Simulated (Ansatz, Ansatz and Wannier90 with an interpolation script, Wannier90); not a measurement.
Rows from a G0W0 calculation on TiO2 (Rutile) (Ansatz 0.2.0; G0W0 on LDA, plane waves, PAW; 4×4×6 mesh, 260 empty bands, screening to 150 eV), in eV. Spin-orbit coupling is left out.

| row | k | band | start | Σx | Σc at the solution | Vxc |
| --- | --- | --- | --- | --- | --- | --- |
| A | (0.000, -0.500, -0.500) | c1 | 10.611 | -13.104 | -7.043 | -21.511 |
| B | Γ | c1 | 10.588 | -13.404 | -7.183 | -22.036 |
| C | Γ | v2 | 8.330 | -26.091 | 4.285 | -21.685 |
| D | Γ | v1 | 8.776 | -25.971 | 4.437 | -21.436 |
| E | (0.000, -0.500, -0.500) | v1 | 7.730 | -25.325 | 4.655 | -20.489 |
| F | Γ | c2 | 10.877 | -13.352 | -6.902 | -21.612 |

Work out each quasiparticle level and how far it moved.

The quasiparticle equation reads E = start + Σx + Σc(E) − Vxc.

| row | E (eV) | shift (eV) |
| --- | --- | --- |
| A | 11.975 | +1.364 |
| B | 12.037 | +1.449 |
| C | 8.209 | −0.121 |
| D | 8.678 | −0.098 |
| E | 7.549 | −0.181 |
| F | 12.234 | +1.358 |

The gap over the computed points goes from 1.81 eV to 3.30 eV.

Limits: not at the basis limit.

[Runs of the session that timed out or met a known fault of the program may be left out.]

[Hosts, paths, dates, database ids (printed as entryN), source tags and the programs' standing remarks are cut or masked in the printed files.]
